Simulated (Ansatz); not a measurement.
**A hypothetical structure for TeS2**

Starting from a made-up structure for TeS2, the aim is the relaxed cell, its shortest contacts and, where a second run follows, its electronic structure.

Main program and level: Ansatz 0.2.0; DFT, r2SCAN, plane-wave PAW, files of the set soft_1, scalar-relativistic, no spin, cell and ions relaxed at zero pressure; PAW set soft_1, in the first sound run; inputs show where later runs differ.

## 1. Starting point

Symmetry: P-3m1, No. 164, trigonal system. Conventional cell: a = 3.716 Å, b = 3.716 Å, c = 6.098 Å, α = 90.00°, β = 90.00°, γ = 120.00°. Nearest to Te lie 6 S at 2.65 Å. S has 3 Te at 2.65 Å nearest. Farther neighbours and most contacts between anions are not listed.

As a file:

```cif
data_structure
_symmetry_space_group_name_H-M 'P-3m1'
_symmetry_Int_Tables_number 164
_cell_length_a 3.7160
_cell_length_b 3.7160
_cell_length_c 6.0980
_cell_angle_alpha 90.000
_cell_angle_beta 90.000
_cell_angle_gamma 120.000
_cell_volume 72.92
loop_
_atom_site_label
_atom_site_type_symbol
_atom_site_symmetry_multiplicity
_atom_site_Wyckoff_symbol
_atom_site_fract_x
_atom_site_fract_y
_atom_site_fract_z
_atom_site_occupancy
Te1 Te 1 a 0.00000 0.00000 0.00000 1
S1 S 2 d 0.33333 0.66667 0.25400 1
```

## 2. Relaxation of the guess

The guessed cell has no reason to be at equilibrium. It is relaxed with the atoms, within the space group of the guess.

Input file input.yaml:

```yaml
crystal:
  lattice:
    - [3.716, 0.0, 0.0]
    - [-1.858, 3.2181504, 0.0]
    - [0.0, 0.0, 6.098]
  atoms:
    - { symbol: Te, position: [0.0, 0.0, 0.0] }
    - { symbol: S, position: [0.333333333, 0.666666667, 0.254] }
    - { symbol: S, position: [0.666666667, 0.333333333, 0.746] }
kpoints:
  mp_grid: { grid: [8, 8, 5] }
scf:
  occupations: { method: fermi_dirac, width: 0.05 }
hamiltonian:
  xc: r2scan
  pseudopotentials: { kind: paw, azcp: { folder: soft_1 } }
relax:
  f_tol: 0.015
  max_steps: 70
  cell: {}
output:
  forces: true
  stress: true
```

Command:

```console
> ansatz run input.yaml --threads 4 --pin off --max-ram 8192MiB --backend cpu --events-out ev --progress --plain --runs-dir out
```

Numbers of over 12 decimals in the logs are rounded to 6 here.

What it wrote:

```text
Engine: ansatz 0.2.0, aarch64-unknown-linux-gnu
Pseudopotentials: kind: paw
Pseudopotential: Te, paw, valence charge 16, recommended cutoff 500 eV (meta_gga), soft_1/Te.paw.azcp
Pseudopotential: S, paw, valence charge 6, recommended cutoff 500 eV (meta_gga), soft_1/S.paw.azcp
Functional definition: r2SCAN
  parameter k0 = 0.174
  parameter k1 = 0.065
  parameter a1 = 4.9479
  exchange = r2scan_x(k0 = k0, k1 = k1, a1 = a1)
  correlation = r2scan_c
Crystal: 3 atoms, lattice volume = 72.924 Å³
Basis set: ecut = 500 eV, 1811 PW (Γ), exchange–correlation on 120×120×180 points (64 copies of the dense FFT grid, shifted against one another)
Bands: 18, of which v1, the nominal top of the filled ones, is band 14 counted from 1 (13 counted from 0)
Symmetry: 12 space group operations
Space group: P-3m1 (ITA 164), of the structure as read, at distance tolerance 4.2e-5 Å
k-points: 40 of 320
Non-local potential: Te, projectors of the file, l = 0: 2, l = 1: 2, l = 2: 2, l = 3: 1
Non-local potential: S, projectors of the file, l = 0: 2, l = 1: 2, l = 2: 1
PAW form: soft (Blöchl's): semilocal exchange-correlation on the pseudo side does not see the compensation charge
PAW frozen core: Te, regenerated for the run's functional (the file was generated under x = pbe(κ = 0.804, μ = 0.219515), c = pbe(β = 0.066725))
PAW frozen core: S, regenerated for the run's functional (the file was generated under x = pbe(κ = 0.804, μ = 0.219515), c = pbe(β = 0.066725))
PAW one-centre angular grid: Te, 590 points (default); XC on 160 Gauss nodes
PAW one-centre angular grid: S, 302 points (default); XC on 160 Gauss nodes
Initial density: superposition of atomic densities (chi_scale 0.1, normalization cell, long waves kept (reshape's long-wave potential 0.08 eV rms))
Initial wavefunctions: pseudopotential atomic-orbital guess
Functional: x = r2scan, c = r2scan; τ floored in thin density (d = 2e-4 eV/Å³)
iter 1 solved again at ethr=2.45e-3 eV; its pass at ethr=3.10e-3 eV (dr2=6.87e-1 eV) is discarded
SCF iter   1: F=—  HF=-8806.133234 eV  |F-HF|=—  |Δ(HF+E_count)|=         —  Δρ=2.69e-2  dr2=6.84e-1  dr2_τ=2.41e-2  ethr=2.45e-3  ⟨swp⟩=1.0  Hψ=6086  notcnv=0
preconditioner: auto → Resta (q_TF=auto, 2.326 Å⁻¹)  ε∞=4.4  [insulator: Δε(μ)=0.809 eV  Ē_g=9.965 eV  σ=0.050 eV  W_gap=1.00  n_scr=22 (ndim 8)  ℏωp=18.4 eV  f_vac=0.019  D(μ)=0.00/eV (n_scr^D=0)  ε∞_Penn≈4.4]
SCF iter   2: F=—  HF=-8806.117507 eV  |F-HF|=—  |Δ(HF+E_count)|=   1.57e-2  Δρ=1.45e-2  dr2=1.30e-1  dr2_τ=3.39e-3  ethr=2.44e-3  ⟨swp⟩=2.6  Hψ=1017  notcnv=0
SCF iter   3: F=—  HF=-8806.139584 eV  |F-HF|=—  |Δ(HF+E_count)|=   2.21e-2  Δρ=4.11e-3  dr2=9.03e-3  dr2_τ=3.25e-4  ethr=4.65e-4  ⟨swp⟩=3.8  Hψ=1276  notcnv=0
SCF iter   4: F=—  HF=-8806.142626 eV  |F-HF|=—  |Δ(HF+E_count)|=   3.04e-3  Δρ=5.60e-4  dr2=2.45e-4  dr2_τ=1.03e-5  ethr=3.23e-5  ⟨swp⟩=2.0  Hψ=1164  notcnv=0
SCF iter   5: F=—  HF=-8806.142693 eV  |F-HF|=—  |Δ(HF+E_count)|=   6.72e-5  Δρ=1.29e-4  dr2=1.32e-5  dr2_τ=4.37e-7  ethr=8.74e-7  ⟨swp⟩=2.0  Hψ=1277  notcnv=0
SCF iter   6: F=—  HF=-8806.142702 eV  |F-HF|=—  |Δ(HF+E_count)|=   9.09e-6  Δρ=3.31e-5  dr2=1.11e-6  dr2_τ=2.57e-8  ethr=4.73e-8  ⟨swp⟩=2.8  Hψ=1241  notcnv=0
SCF iter   7: F=-8806.142703 eV  HF=-8806.142703 eV  |F-HF|=2.95e-8  |Δ(HF+E_count)|=   7.87e-7  Δρ=5.70e-6  dr2=3.29e-8  dr2_τ=5.77e-10  ethr=3.57e-10  ⟨swp⟩=5.9  Hψ=2835  notcnv=0
SCF 1 converged in 7 iterations: F = -8806.142703 eV  dr2 = 3.29e-8
  greatest PAW one-centre occupation: 0.998 electrons in one spin orbital (limit 2), on the Te atom at site 0 (counted from 0), in its partial waves of l = 2
relax step   1: F+E_penalty+E_count = -8806.14270314 eV  Δ(F+E_penalty+E_count) = +0.000e0 eV  max|allowed force component| = 2.819e-1 eV/Å  Δτ_max = 0.0000 Å  P = +3.809 GPa  Ω = 72.924 Å³  (7 SCF iters, dr2 threshold 1.00e-7 eV, accepted)
Crystal: 3 atoms, lattice volume = 81.033 Å³
Basis set: ecut = 500 eV, 2045 PW (Γ), exchange–correlation on 120×120×180 points (64 copies of the dense FFT grid, shifted against one another)
Initial density: handed on by an earlier stage of this run
Initial wavefunctions: those handed on with the density
iter 1 solved again at ethr=5.09e-5 eV; its pass at ethr=3.10e-3 eV (dr2=1.43e-2 eV) is discarded
SCF iter   1: F=—  HF=-8805.946275 eV  |F-HF|=—  |Δ(HF+E_count)|=         —  Δρ=3.73e-3  dr2=1.45e-2  dr2_τ=4.65e-2  ethr=5.09e-5  ⟨swp⟩=1.6  Hψ=5854  notcnv=0
automatic band count: iteration 1 solves 17 bands in place of 18: the levels show a gap, and the empty bands left out lie too high to hold charge; the band table lists the bands solved (type scf.n_extra_bands for more)
preconditioner: auto → Resta (q_TF=auto, 2.285 Å⁻¹)  ε∞=5.1  [insulator: Δε(μ)=0.468 eV  Ē_g=8.619 eV  σ=0.050 eV  W_gap=0.96  n_scr=22 (ndim 8)  ℏωp=17.5 eV  f_vac=0.062  D(μ)=0.02/eV (n_scr^D=0)  ε∞_Penn≈5.1]
SCF iter   2: F=—  HF=-8806.164576 eV  |F-HF|=—  |Δ(HF+E_count)|=   2.18e-1  Δρ=2.85e-3  dr2=8.88e-3  dr2_τ=2.06e-4  ethr=5.09e-5  ⟨swp⟩=3.4  Hψ=1398  notcnv=0
SCF iter   3: F=—  HF=-8806.163718 eV  |F-HF|=—  |Δ(HF+E_count)|=   8.58e-4  Δρ=1.09e-3  dr2=1.27e-3  dr2_τ=5.03e-5  ethr=3.17e-5  ⟨swp⟩=2.2  Hψ=846  notcnv=0
SCF iter   4: F=—  HF=-8806.164003 eV  |F-HF|=—  |Δ(HF+E_count)|=   2.85e-4  Δρ=4.16e-4  dr2=2.18e-4  dr2_τ=4.08e-6  ethr=4.55e-6  ⟨swp⟩=2.2  Hψ=1024  notcnv=0
SCF iter   5: F=—  HF=-8806.164003 eV  |F-HF|=—  |Δ(HF+E_count)|=   8.71e-8  Δρ=7.42e-5  dr2=5.27e-6  dr2_τ=2.00e-7  ethr=7.79e-7  ⟨swp⟩=2.2  Hψ=917  notcnv=0
SCF iter   6: F=—  HF=-8806.164006 eV  |F-HF|=—  |Δ(HF+E_count)|=   3.63e-6  Δρ=3.18e-5  dr2=1.24e-6  dr2_τ=3.03e-8  ethr=1.88e-8  ⟨swp⟩=2.1  Hψ=979  notcnv=0
SCF iter   7: F=-8806.164007 eV  HF=-8806.164007 eV  |F-HF|=1.38e-9  |Δ(HF+E_count)|=   2.56e-7  Δρ=3.49e-6  dr2=1.89e-8  dr2_τ=2.61e-10  ethr=1.07e-9  ⟨swp⟩=5.1  Hψ=2682  notcnv=0
SCF 2 converged in 7 iterations: F = -8806.164007 eV  dr2 = 1.89e-8
relax step   2: F+E_penalty+E_count = -8806.16400664 eV  Δ(F+E_penalty+E_count) = -2.130e-2 eV  max|allowed force component| = 1.067e-1 eV/Å  Δτ_max = 0.0441 Å  P = -2.123 GPa  Ω = 81.033 Å³  energy of the carried Pulay correction = -7.621e-4 eV  (7 SCF iters, dr2 threshold 3.00e-7 eV, accepted)
Crystal: 3 atoms, lattice volume = 77.672 Å³
Basis set: ecut = 500 eV, 1961 PW (Γ), exchange–correlation on 120×120×180 points (64 copies of the dense FFT grid, shifted against one another)
iter 1 solved again at ethr=8.99e-6 eV; its pass at ethr=3.10e-3 eV (dr2=2.52e-3 eV) is discarded
SCF iter   1: F=—  HF=-8806.175341 eV  |F-HF|=—  |Δ(HF+E_count)|=         —  Δρ=1.69e-3  dr2=2.92e-3  dr2_τ=8.62e-3  ethr=8.99e-6  ⟨swp⟩=2.6  Hψ=5858  notcnv=0
automatic band count: iteration 1 solves 17 bands in place of 18: the levels show a gap, and the empty bands left out lie too high to hold charge; the band table lists the bands solved (type scf.n_extra_bands for more)
preconditioner: auto → Resta (q_TF=auto, 2.302 Å⁻¹)  ε∞=5.1  [insulator: Δε(μ)=0.590 eV  Ē_g=8.838 eV  σ=0.050 eV  W_gap=0.99  n_scr=22 (ndim 8)  ℏωp=17.9 eV  f_vac=0.036  D(μ)=0.00/eV (n_scr^D=0)  ε∞_Penn≈5.1]
SCF iter   2: F=—  HF=-8806.192450 eV  |F-HF|=—  |Δ(HF+E_count)|=   1.71e-2  Δρ=1.13e-3  dr2=1.15e-3  dr2_τ=1.95e-5  ethr=8.99e-6  ⟨swp⟩=2.0  Hψ=1160  notcnv=0
SCF iter   3: F=—  HF=-8806.192477 eV  |F-HF|=—  |Δ(HF+E_count)|=   2.68e-5  Δρ=3.75e-4  dr2=1.85e-4  dr2_τ=9.39e-6  ethr=4.10e-6  ⟨swp⟩=2.3  Hψ=986  notcnv=0
SCF iter   4: F=—  HF=-8806.192488 eV  |F-HF|=—  |Δ(HF+E_count)|=   1.09e-5  Δρ=1.27e-4  dr2=1.68e-5  dr2_τ=2.53e-7  ethr=6.60e-7  ⟨swp⟩=2.8  Hψ=1229  notcnv=0
SCF iter   5: F=—  HF=-8806.192495 eV  |F-HF|=—  |Δ(HF+E_count)|=   6.80e-6  Δρ=2.65e-5  dr2=6.79e-7  dr2_τ=3.59e-8  ethr=6.00e-8  ⟨swp⟩=2.5  Hψ=1005  notcnv=0
SCF iter   6: F=-8806.192495 eV  HF=-8806.192495 eV  |F-HF|=1.99e-8  |Δ(HF+E_count)|=   4.30e-7  Δρ=5.88e-6  dr2=3.79e-8  dr2_τ=5.43e-10  ethr=1.07e-9  ⟨swp⟩=5.2  Hψ=2671  notcnv=0
SCF 3 converged in 6 iterations: F = -8806.192495 eV  dr2 = 3.79e-8
relax step   3: F+E_penalty+E_count = -8806.19249515 eV  Δ(F+E_penalty+E_count) = -2.849e-2 eV  max|allowed force component| = 3.031e-2 eV/Å  Δτ_max = 0.0250 Å  P = -0.274 GPa  Ω = 77.672 Å³  energy of the carried Pulay correction = -4.562e-4 eV  (6 SCF iters, dr2 threshold 3.00e-7 eV, accepted)
Crystal: 3 atoms, lattice volume = 77.398 Å³
Basis set: ecut = 500 eV, 1949 PW (Γ), exchange–correlation on 120×120×180 points (64 copies of the dense FFT grid, shifted against one another)
iter 1 solved again at ethr=8.24e-8 eV; its pass at ethr=3.10e-3 eV (dr2=2.31e-5 eV) is discarded
SCF iter   1: F=—  HF=-8806.192589 eV  |F-HF|=—  |Δ(HF+E_count)|=         —  Δρ=1.41e-4  dr2=2.05e-5  dr2_τ=9.11e-5  ethr=8.24e-8  ⟨swp⟩=3.6  Hψ=5539  notcnv=0
automatic band count: iteration 1 solves 17 bands in place of 18: the levels show a gap, and the empty bands left out lie too high to hold charge; the band table lists the bands solved (type scf.n_extra_bands for more)
preconditioner: auto → Resta (q_TF=auto, 2.303 Å⁻¹)  ε∞=5.1  [insulator: Δε(μ)=0.618 eV  Ē_g=8.862 eV  σ=0.050 eV  W_gap=0.99  n_scr=22 (ndim 8)  ℏωp=17.9 eV  f_vac=0.038  D(μ)=0.00/eV (n_scr^D=0)  ε∞_Penn≈5.1]
SCF iter   2: F=—  HF=-8806.192834 eV  |F-HF|=—  |Δ(HF+E_count)|=   2.45e-4  Δρ=1.06e-4  dr2=1.12e-5  dr2_τ=1.19e-7  ethr=7.31e-8  ⟨swp⟩=3.0  Hψ=1348  notcnv=0
SCF iter   3: F=—  HF=-8806.192835 eV  |F-HF|=—  |Δ(HF+E_count)|=   8.42e-7  Δρ=4.07e-5  dr2=2.59e-6  dr2_τ=2.17e-7  ethr=4.00e-8  ⟨swp⟩=2.0  Hψ=1005  notcnv=0
SCF iter   4: F=—  HF=-8806.192834 eV  |F-HF|=—  |Δ(HF+E_count)|=   2.62e-7  Δρ=1.60e-5  dr2=3.29e-7  dr2_τ=3.09e-9  ethr=9.26e-9  ⟨swp⟩=1.9  Hψ=744  notcnv=0
SCF iter   5: F=-8806.192834 eV  HF=-8806.192834 eV  |F-HF|=3.92e-9  |Δ(HF+E_count)|=   1.45e-8  Δρ=2.82e-6  dr2=6.52e-9  dr2_τ=2.52e-10  ethr=9.16e-10  ⟨swp⟩=5.0  Hψ=2588  notcnv=0
SCF 4 converged in 5 iterations: F = -8806.192834 eV  dr2 = 6.52e-9
relax step   4: F+E_penalty+E_count = -8806.19283432 eV  Δ(F+E_penalty+E_count) = -3.392e-4 eV  max|allowed force component| = 5.561e-3 eV/Å  Δτ_max = 0.0019 Å  P = +0.040 GPa  Ω = 77.398 Å³  energy of the carried Pulay correction = -4.306e-4 eV  (5 SCF iters, dr2 threshold 2.57e-7 eV, accepted)
Crystal: 3 atoms, lattice volume = 77.443 Å³
iter 1 solved again at ethr=1.77e-9 eV; its pass at ethr=3.10e-3 eV (dr2=4.94e-7 eV) is discarded
SCF iter   1: F=—  HF=-8806.192833 eV  |F-HF|=—  |Δ(HF+E_count)|=         —  Δρ=2.16e-5  dr2=5.40e-7  dr2_τ=1.24e-6  ethr=1.77e-9  ⟨swp⟩=3.6  Hψ=5553  notcnv=0
automatic band count: iteration 1 solves 17 bands in place of 18: the levels show a gap, and the empty bands left out lie too high to hold charge; the band table lists the bands solved (type scf.n_extra_bands for more)
preconditioner: auto → Resta (q_TF=auto, 2.303 Å⁻¹)  ε∞=5.1  [insulator: Δε(μ)=0.620 eV  Ē_g=8.857 eV  σ=0.050 eV  W_gap=0.99  n_scr=22 (ndim 8)  ℏωp=17.9 eV  f_vac=0.038  D(μ)=0.00/eV (n_scr^D=0)  ε∞_Penn≈5.1]
SCF iter   2: F=—  HF=-8806.192838 eV  |F-HF|=—  |Δ(HF+E_count)|=   5.13e-6  Δρ=1.51e-5  dr2=2.73e-7  dr2_τ=2.42e-9  ethr=1.77e-9  ⟨swp⟩=2.0  Hψ=1042  notcnv=0
SCF iter   3: F=—  HF=-8806.192838 eV  |F-HF|=—  |Δ(HF+E_count)|=   4.88e-8  Δρ=8.59e-6  dr2=1.40e-7  dr2_τ=2.13e-9  ethr=9.76e-10  ⟨swp⟩=2.0  Hψ=1028  notcnv=0
SCF iter   4: F=-8806.192838 eV  HF=-8806.192838 eV  |F-HF|=3.89e-10  |Δ(HF+E_count)|=   1.09e-8  Δρ=2.10e-6  dr2=5.25e-9  dr2_τ=1.10e-10  ethr=2.76e-11  ⟨swp⟩=4.7  Hψ=3233  notcnv=0
SCF 5 converged in 4 iterations: F = -8806.192838 eV  dr2 = 5.25e-9
relax step   5: F+E_penalty+E_count = -8806.19283810 eV  Δ(F+E_penalty+E_count) = -3.774e-6 eV  max|allowed force component| = 1.305e-5 eV/Å  Δτ_max = 0.0001 Å  P = +0.006 GPa  Ω = 77.443 Å³  energy of the carried Pulay correction = -4.348e-4 eV  (4 SCF iters, dr2 threshold 7.73e-9 eV, accepted)
Initial wavefunctions: pseudopotential atomic-orbital guess (no wavefunctions were taken with the density)
iter 1 solved again at ethr=1.40e-6 eV; its pass at ethr=3.10e-3 eV (dr2=3.92e-4 eV) is discarded
SCF iter   1: F=—  HF=-8806.193315 eV  |F-HF|=—  |Δ(HF+E_count)|=         —  Δρ=7.60e-5  dr2=1.69e-7  dr2_τ=7.73e-7  ethr=1.40e-6  ⟨swp⟩=4.0  Hψ=7264  notcnv=0
eigensolver tolerance schedule: the retry pair's looser diagonalisation over-reported the residual by 2313.06 of it (diagonalisation noise at an unbounded share of the residual, at the tolerance the schedule requests for it); recorded, not acted on — ethr = c·dr2/N_el stays at c = 1.0e-1
preconditioner: auto → Resta (q_TF=auto, 2.303 Å⁻¹)  ε∞=4.4  [insulator: Δε(μ)=0.620 eV  Ē_g=9.658 eV  σ=0.050 eV  W_gap=0.99  n_scr=22 (ndim 8)  ℏωp=17.9 eV  f_vac=0.038  D(μ)=0.00/eV (n_scr^D=0)  ε∞_Penn≈4.4]
SCF iter   2: F=—  HF=-8806.193343 eV  |F-HF|=—  |Δ(HF+E_count)|=   2.78e-5  Δρ=3.85e-5  dr2=4.34e-8  dr2_τ=3.31e-7  ethr=6.05e-10  ⟨swp⟩=3.1  Hψ=1615  notcnv=0
SCF iter   3: F=—  HF=-8806.193346 eV  |F-HF|=—  |Δ(HF+E_count)|=   3.27e-6  Δρ=6.29e-6  dr2=4.46e-9  dr2_τ=7.79e-9  ethr=1.55e-10  ⟨swp⟩=2.0  Hψ=1098  notcnv=0
SCF iter   4: F=—  HF=-8806.193346 eV  |F-HF|=—  |Δ(HF+E_count)|=   7.52e-8  Δρ=7.06e-7  dr2=2.29e-10  dr2_τ=4.26e-11  ethr=1.59e-11  ⟨swp⟩=2.0  Hψ=1084  notcnv=0
SCF iter   5: F=—  HF=-8806.193346 eV  |F-HF|=—  |Δ(HF+E_count)|=  1.96e-10  Δρ=2.94e-7  dr2=3.43e-11  dr2_τ=1.03e-11  ethr=1.00e-12  ⟨swp⟩=7.8  Hψ=3808  notcnv=0
SCF iter   6: F=-8806.193346 eV  HF=-8806.193346 eV  |F-HF|=5.46e-12  |Δ(HF+E_count)|=  7.82e-11  Δρ=3.98e-8  dr2=1.15e-12  dr2_τ=1.35e-13  ethr=1.00e-12  ⟨swp⟩=6.7  Hψ=3336  notcnv=0
SCF 6 converged in 6 iterations: F = -8806.193346 eV  dr2 = 1.15e-12
relax step   6: F+E_penalty+E_count = -8806.19334640 eV  Δ(F+E_penalty+E_count) = -5.083e-4 eV  max|allowed force component| = 1.492e-4 eV/Å  Δτ_max = 0.0000 Å  P = +0.011 GPa  Ω = 77.443 Å³  stress off target by 1.73e-2 GPa  SCF on the basis re-selected at this cell (its energy is not comparable with the rows above)  (6 SCF iters)
basis re-selected at this cell: Δ(F+E_penalty+E_count) = -5.083e-4 eV, ΔP = +0.005 GPa vs the last step (what re-selecting the basis moved, of the pressure what is left beyond the Pulay correction that the steps carried, after the strain that the cell walked since its last selection, with what the two solves' SCF thresholds leave and, on support functions, any second-order correction that the steps lacked; it is no m [...]
SCF converged after 6 iterations
Free energy (F): -8806.193346 eV
Harris-Foulkes:  -8806.193346 eV  (|F-HF|=5.46e-12)
Internal energy: -8806.193275 eV  (E = F + TS)
E sigma→0 (E₀):  -8806.193311 eV
Entropy (-TS):   -0.000071 eV (-0.024 meV/atom)
Fermi energy:    6.439690 eV
--- Per-component energies (eV) ---
  E_band       = -328.713121
  E_kinetic    = 378.591948
  E_local      = -2433.226677  (includes V_loc(G=0)·N_el)
  E_nonlocal   = 129.663427
  E_hartree    = 1140.733312
  E_xc         = -281.068060
  E_vxc        = -287.199738  (∫ρ·V_xc dr)
  E_paw        = -5921.521512  (= ΣΔE_a)
  E_vpaw       = -413.531064  (= ΣTr[D̂ρ^β])
  E_aug_tail   = 0.000021  (compensation charges beyond the density's cutoff)
  E_vtau       = 15.522350  (kinetic-family band-sum trace: ∫τ·v_τ [+ j·A + Jᵃ·Aᵃ] dr)
  E_ewald      = -1819.431076
  E_core_change = 0.065340  (= ΣΔE_core)
  E_smearing   = -0.000071  (= −TS)
  E_closure    = 0.000000  (closes the sum)
  Σ components = -8806.193346   (vs F -8806.193346, Δ=0.00e0)
--- Forces (eV/Å), atoms counted from 1 ---
  atom   1  Te    -0.00000000    -0.00000000     0.00000000
  atom   2  S      0.00000000    -0.00000000    -0.00014915
  atom   3  S     -0.00000000     0.00000000     0.00014915
  max |Σ_I F_I| component: 2.71e-31 eV/Å
--- Stress (GPa, compression-positive) ---
        0.007114       0.000000      -0.000000
        0.000000       0.007114       0.000000
       -0.000000       0.000000       0.017307
  P = ⅓ Tr σ = 0.0105 GPa (0.105 kbar)
--- Relaxed structure (5 steps of the walk, 5 accepted, 1 SCFs on fresh bases) ---
  F+E_penalty+E_count = -8806.19334640 eV   max|allowed force component| = 1.492e-4 eV/Å   (the final SCF, on the basis selected at the relaxed cell)
  cell:  # Å, volume = 77.4426 Å³
    - [3.812630, 0, 0]
    - [-1.906315, 3.301835, 0]
    - [0, 0, 6.151771]
  atoms:
    - { symbol: Te, position: [0, 0, -3.7929889056014143e-19] }
    - { symbol: S, position: [0.333333, 0.666667, 0.250546] }
    - { symbol: S, position: [0.666667, 0.333333, 0.749454] }
```

Wall time 9.7 s (4 threads of Arm Neoverse V2, shared host); peak memory 0.56 GiB.

Step by step:

| step | energy less that of the first step (eV) | largest force component (eV/Å) | pressure (GPa) | volume (Å³) |
| --- | --- | --- | --- | --- |
| 1 | 0.0000 | 0.2819 | 3.81 | 72.92 |
| 2 | -0.0213 | 0.1067 | -2.12 | 81.03 |
| 3 | -0.0498 | 0.0303 | -0.27 | 77.67 |
| 4 | -0.0501 | 0.0056 | 0.04 | 77.40 |
| 5 | -0.0501 | 0.0000 | 0.01 | 77.44 |
| 6* | -0.0506 | 0.0001 | 0.01 | 77.44 |

Relaxation steps marked * repeat the geometry before them on a plane-wave basis chosen anew for their cell, so energy and pressure can jump there.

The run keeps the 12 symmetry operations that it works with, so distortions that break them were not tested.

| conventional cell, symmetrised | before | after | change |
| --- | --- | --- | --- |
| a (Å) | 3.716 | 3.813 | +2.6 % |
| b (Å) | 3.716 | 3.813 | +2.6 % |
| c (Å) | 6.098 | 6.152 | +0.9 % |
| volume (Å³/atom) | 24.31 | 25.81 | +6.2 % |

The atoms that moved most (Å, as changes of fractional coordinates times the final cell):

| atom | dx | dy | dz | length |
| --- | --- | --- | --- | --- |
| S2 | 0.000 | 0.000 | -0.021 | 0.021 |
| S3 | 0.000 | 0.000 | 0.021 | 0.021 |

Final coordinates:

```cif
data_structure
_symmetry_space_group_name_H-M 'P 1'
_symmetry_Int_Tables_number 1
_cell_length_a 3.8126
_cell_length_b 3.8126
_cell_length_c 6.1518
_cell_angle_alpha 90.000
_cell_angle_beta 90.000
_cell_angle_gamma 120.000
_cell_volume 77.44
loop_
_atom_site_label
_atom_site_type_symbol
_atom_site_fract_x
_atom_site_fract_y
_atom_site_fract_z
_atom_site_occupancy
Te1 Te 0.00000 0.00000 0.00000 1
S2 S 0.33333 0.66667 0.25055 1
S3 S 0.66667 0.33333 0.74945 1
```

This step gave:

* free energy: -8806.1933 eV
* Fermi energy: 6.440 eV
* gap by band count: 0.6199 eV
* electrons: 28
* symmetry operations: 12
* pressure: 0.01051 GPa

The shortest distance of each pair, which need not be the same contact before and after:

| pair | guess (Å) | relaxed (Å) |
| --- | --- | --- |
| S–Te | 2.646 | 2.687 |
| S–S | 3.688 | 3.777 |
| Te–Te | 3.716 | 3.813 |

The relaxation ends with a largest force component of 1.5e-4 eV/Å and a pressure of 0.01 GPa.

[end of part 1 of 2]

[Logs are printed without paths, hosts, clocks, repeated set-up lines and the standing remarks that a program may print on its own settings, such as how far it seeks lower states.]

[Hosts, paths, dates, database ids (printed as entryN), source tags and the programs' standing remarks are cut or masked in the printed files.]
